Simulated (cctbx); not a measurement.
# Ca2EuI6 across an absorption edge

Space group Pbcn (no. 60), a = 7.2340 Å, b = 26.9540 Å, c = 8.2890 Å, α = 90.00°, β = 90.00°, γ = 90.00°.

```csv
atom,mult.,x,y,z,Ueq (Å²)
Eu1,4,1/2,0.8778,3/4,0.0055
I1,8,0.7600,0.0376,0.4204,0.0064
I2,8,0.7569,0.2067,0.4252,0.0087
I3,8,0.7664,0.3722,0.4063,0.0058
Ca1,4,1/2,0.5456,3/4,0.0119
Ca2,4,1/2,0.2131,3/4,0.0099
```

This is a model crystal, built by substitution and not relaxed, with assumed displacement parameters.

Calculated with cctbx: free-atom f′ and f″ from the Sasaki tables, no fine structure; amplitudes in electrons.

| E (eV) | F 1 2 1 | F 1 1 0 | F 1 3 0 | F 0 2 2 |
| --- | --- | --- | --- | --- |
| 6377 | 12.0 | 95.4 | 264.4 | 15.3 |
| 6727 | 12.2 | 89.6 | 259.7 | 15.1 |
| 6857 | 12.2 | 84.8 | 255.5 | 14.9 |
| 6917 | 12.2 | 80.3 | 251.4 | 14.7 |
| 6947 | 12.2 | 76.1 | 247.6 | 14.5 |
| 6962 | 12.2 | 71.8 | 243.6 | 14.3 |
| 6969 | 12.2 | 67.9 | 240.1 | 14.1 |
| 6973 | 12.2 | 63.8 | 236.2 | 13.9 |
| 6981 | 12.2 | 67.5 | 237.9 | 14.1 |
| 6985 | 12.2 | 71.9 | 242.2 | 14.3 |
| 6992 | 12.2 | 75.9 | 246.1 | 14.5 |
| 7007 | 12.2 | 80.1 | 250.3 | 14.7 |
| 7037 | 12.2 | 84.0 | 254.1 | 14.9 |
| 7127 | 12.2 | 89.6 | 259.6 | 15.2 |
| 7377 | 12.3 | 92.9 | 263.0 | 15.4 |

**Question.** Which edge is crossed, and why do the reflections move as they do?

The L3 edge of Eu. The edge is at 6977 eV. f′ of Eu falls from -11.9 e at 6857 eV to -19.2 e at 4 eV below it, and f″ steps from 3.62 to 10.62 e across it. Over that approach |F| changes by +0 % (1 2 1), -25 % (1 1 0), -8 % (1 3 0) and -7 % (0 2 2): a reflection falls where Eu scatters in phase with the total and rises where it scatters against it; it hardly moves where the Eu term is small or cancels by symmetry. Above the edge the larger f″ enters the imaginary part, where it can add to or cancel the other atoms' f″. The structure is centrosymmetric, so Friedel mates stay equal.

[Logs are printed without paths, hosts, clocks, repeated set-up lines and the standing remarks that a program may print on its own settings, such as how far it seeks lower states.]
